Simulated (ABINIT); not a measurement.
# A GW chain in ABINIT: MoS2 (P6_3/mmc)

How does a plane-wave GW calculation on MoS2 (P6_3/mmc) run from the first input to the gap?

Main program and level: ABINIT 10.8.3; PBE and many-body steps on it, plane waves.

This is a report of a sequence of runs, with most program output left out.

The database entry behind the starting cell differs from later determinations by our own check (about 0.3 % long), so it need not match the best structure at ambient conditions.

### Step 1. Starting point

It takes space group P6_3/mmc (No. 194, hexagonal). Conventional cell: a = 3.169 Å, b = 3.169 Å, c = 12.324 Å, α = 90.00°, β = 90.00°, γ = 120.00°. Nearest to Mo lie 6 S at 2.41 Å. Nearest to S lie 3 Mo at 2.41 Å. Farther neighbours and most contacts between anions are not listed.

The cell and positions come from the Crystallography Open Database and are kept as given unless a step says otherwise.

### Step 2. Ground state

This step: ABINIT 10.8.3; DFT, PBE, plane waves, norm-conserving pseudopotentials.

The ground-state density comes first.

run.abi

```
acell 3*1.0 Angstrom
rprim 
  3.169000000004 -0.000000000001 0.000000000000
  -1.584500000001 2.744434504597 0.000000000000
  0.000000000000 0.000000000000 12.324000000000
ntypat 2
znucl 42 16
natom 6
typat 1 1 2 2 2 2
xred 
  0.333333333333 0.666666666667 0.250000000000
  0.666666666667 0.333333333333 0.750000000000
  0.333333333333 0.666666666667 0.623000000000
  0.666666666667 0.333333333333 0.123000000000
  0.333333333333 0.666666666667 0.877000000000
  0.666666666667 0.333333333333 0.377000000000
pp_dirpath "pseudos"
pseudos "Mo.upf, S.upf"
ecut 36
ngkpt 6 6 2
nshiftk 1
shiftk 0 0 0
kptopt 1
chksymbreak 0
nband 33
occopt 1
tolvrs 1e-10
nstep 60
prtwf 0
optforces 0
optstress 0
indata_prefix "in"
outdata_prefix "out"
tmpdata_prefix "tmp"
```

On the command line:

```
OMP_NUM_THREADS=1 mpirun -n 8 abinit run.abi > log
```

The job ended after 28 s (8 MPI ranks of Intel Xeon Platinum 8488C (Sapphire Rapids), shared host; peak memory 0.88 GiB; 3.6 min of CPU time).

This step gave:

```
total energy               : -5031.2852 eV
gap                        : 0.8887 eV
k of the valence top       : 0, 0, 0
k of the conduction bottom : 0.1667, 0.1667, 0
least direct gap           : 1.654 eV
```

The gap is indirect, with the least direct gap 0.77 eV higher.

### Step 3. Empty states on the mesh, 6×6×1 mesh, 170 bands

The sums over transitions need many empty states on a uniform mesh; this step solves for them.

Edit run.abi of step 2 so:

```diff
@@ -19,3 +19,3 @@
 ecut 36
-ngkpt 6 6 2
+ngkpt 6 6 1
 nshiftk 1
@@ -24,9 +24,10 @@
 chksymbreak 0
-nband 33
-occopt 1
-tolvrs 1e-10
+iscf -2
+irdden 1
+istwfk *1
+nband 170
+nbdbuf 14
+tolwfr 1e-09
 nstep 60
-prtwf 0
-optforces 0
-optstress 0
+prtvol 0
 indata_prefix "in"
```

Elapsed: 59 s, on 8 MPI ranks; peak memory 0.9 GiB; 7.9 min of CPU time.

This step gave:

```
gap                                                           : 0.8887 eV
k of the valence top                                          : 0, 0, 0
k of the conduction bottom                                    : 0.1667, 0.1667, 0
least direct gap                                              : 1.654 eV
k points computed                                             : 7
lowest point of the top converged band, above the valence top : 53.7942 eV
```

On this mesh the gap is 0.889 eV.

### Step 4. Screening, 6×6×1 mesh, 156 bands, screening to 130.6 eV

The RPA dielectric matrix is built and inverted for each q.

This step: RPA screening on PBE, plane waves, norm-conserving pseudopotentials.

Edit run.abi of step 3 so:

```diff
@@ -24,10 +24,11 @@
 chksymbreak 0
-iscf -2
-irdden 1
 istwfk *1
-nband 170
-nbdbuf 14
-tolwfr 1e-09
-nstep 60
-prtvol 0
+occopt 1
+irdwfk 1
+optdriver 3
+nband 156
+ecuteps 4.8
+inclvkb 2
+awtr 1
+symchi 1
 indata_prefix "in"
```

Run time: 67 s. Hardware: 8 MPI ranks; peak memory 2.6 GiB.

This step gave:

```
ε∞ with local fields, on this mesh, along the program's q direction : 14.52
the same without local fields                                       : 16.29
plasma frequency                                                    : 25.86 eV
plane waves in the screening matrix                                 : 341
```

Local fields lower ε∞ by 11 %. On a Γ-centred mesh this coarse the value itself is usually too large, while a short band sum pulls it down.

### Step 5. Self-energy, 6×6×1 mesh, 156 bands, screening to 130.6 eV

The self-energy is evaluated for the states that the input lists, and the levels follow from it, in one-shot runs by the linearised quasiparticle equation.

This step: G0W0 on PBE, plane waves, norm-conserving pseudopotentials.

Edit run.abi of step 4 so:

```diff
@@ -27,8 +27,19 @@
 irdwfk 1
-optdriver 3
+optdriver 4
 nband 156
+gwcalctyp 0
+ecutsigx 36
+symsigma 1
+nkptgw 3
+kptgw 
+  0.0000000000 0.0000000000 0.0000000000
+  0.1666666667 0.1666666667 0.0000000000
+  0.3333333333 0.3333333333 0.0000000000
+bdgw 
+  25 28
+  25 28
+  25 28
 ecuteps 4.8
-inclvkb 2
-awtr 1
-symchi 1
+irdscr 1
+ppmodel 1
 indata_prefix "in"
```

Run time: 20 s. Hardware: 8 MPI ranks; peak memory 2 GiB.

This step gave:

| Item | Value |
| --- | --- |
| G0W0 gap on the points computed | 1.189 eV |
| starting gap on the mesh | 0.8887 eV |
| k of the valence top | 0, 0, 0 |
| k of the conduction bottom | 0.1667, 0.1667, 0 |
| Z at the valence top | 0.774 |
| Z at the conduction bottom | 0.783 |
| least direct G0W0 gap on the computed points | 2.164 eV |

The gap on the mesh goes from 0.89 eV to 1.19 eV, a correction of +0.30 eV.

Limits: finite bands, cutoff and mesh; no spin-orbit coupling; coarse k mesh. v1 is the top filled band, c1 the lowest empty one. The levels before and after the correction (eV, zero at the valence-band top of each column):

```csv
,conduction bottom,valence top
Kohn-Sham,0.89,0.00
G0W0,1.19,0.00
```

```csv
,level,energy (eV)
Kohn-Sham,Γ v2,-1.145
Kohn-Sham,Γ v1,0.000
Kohn-Sham,Γ c1-c2,2.100
Kohn-Sham,(0.167 0.167 0) v2,-1.483
Kohn-Sham,(0.167 0.167 0) v1,-1.454
Kohn-Sham,(0.167 0.167 0) c1,0.889
Kohn-Sham,(0.167 0.167 0) c2,1.628
G0W0,Γ v2,-1.219
G0W0,Γ v1,0.000
G0W0,Γ c1-c2,2.459
G0W0,(0.167 0.167 0) v2,-1.526
G0W0,(0.167 0.167 0) v1,-1.467
G0W0,(0.167 0.167 0) c1,1.189
G0W0,(0.167 0.167 0) c2,2.068
```

### Step 6. Where the time went

Times are wall times on 8 MPI ranks of Intel Xeon Platinum 8488C (Sapphire Rapids), shared host, good to a factor of about two.

```csv
step,time,share,memory (GiB)
ground state,28 s,16 %,0.88
empty states on the mesh,59 s,34 %,0.9
screening,67 s,39 %,2.6
self-energy,20 s,11 %,2.0
```

### Step 7. Results

| Quantity | Value |
| --- | --- |
| PBE gap | 0.89 eV, indirect |
| G0W0 gap on the mesh | 1.19 eV |
| GW settings | 6×6×1 mesh, 156 bands, screening to 130.6 eV, Godby-Needs plasmon pole |
| known limits | not at the basis limit; no spin-orbit coupling; coarse k mesh |

In words: G0W0 moves the gap on the mesh from 0.89 eV to 1.19 eV (+0.30 eV), with Z of 0.77 and 0.78 at the edges. Local fields lower the RPA ε∞ on this mesh from 16.29 to 14.52; a Γ-centred mesh this coarse tends to raise both, most where the direct gap is narrow, while a short band sum lowers them. Only 3 of the mesh's irreducible points were corrected, so a valley elsewhere could overtake. Bands and cutoff are finite, so the gap is not at the basis limit. The miss can reach some tenths of an eV and take either sign; the mesh is an error of its own. In the G0W0 run levels were corrected at 3 k points alone, so a gap called «on the mesh» is the least over those, and an edge elsewhere would be missed. The 6×6×1 mesh is coarse for this cell, which bears on the long-range parts of exchange and screening. The many-body steps are scalar-relativistic: spin-orbit coupling is not in them.

[Paths, hosts, dates, memory and timing lines, banners, echoed tables and standing remarks are left out of the program output.]

[Logs are printed without paths, hosts, clocks, repeated set-up lines and the standing remarks that a program may print on its own settings, such as how far it seeks lower states.]

[Runs of the session that timed out or met a known fault of the program may be left out.]

[Hosts, paths, dates, database ids (printed as entryN), source tags and the programs' standing remarks are cut or masked in the printed files.]

[G0W0 gaps are taken among the corrected bands and points alone; a level outside them can change the order at an edge.]

[Where Ansatz stands beside ABINIT at settings called matched, ABINIT's density can come from a denser mesh and the files from another edition; pairs whose starting gaps differed by over 0.03 eV were left out, so agreement reads better than it is.]
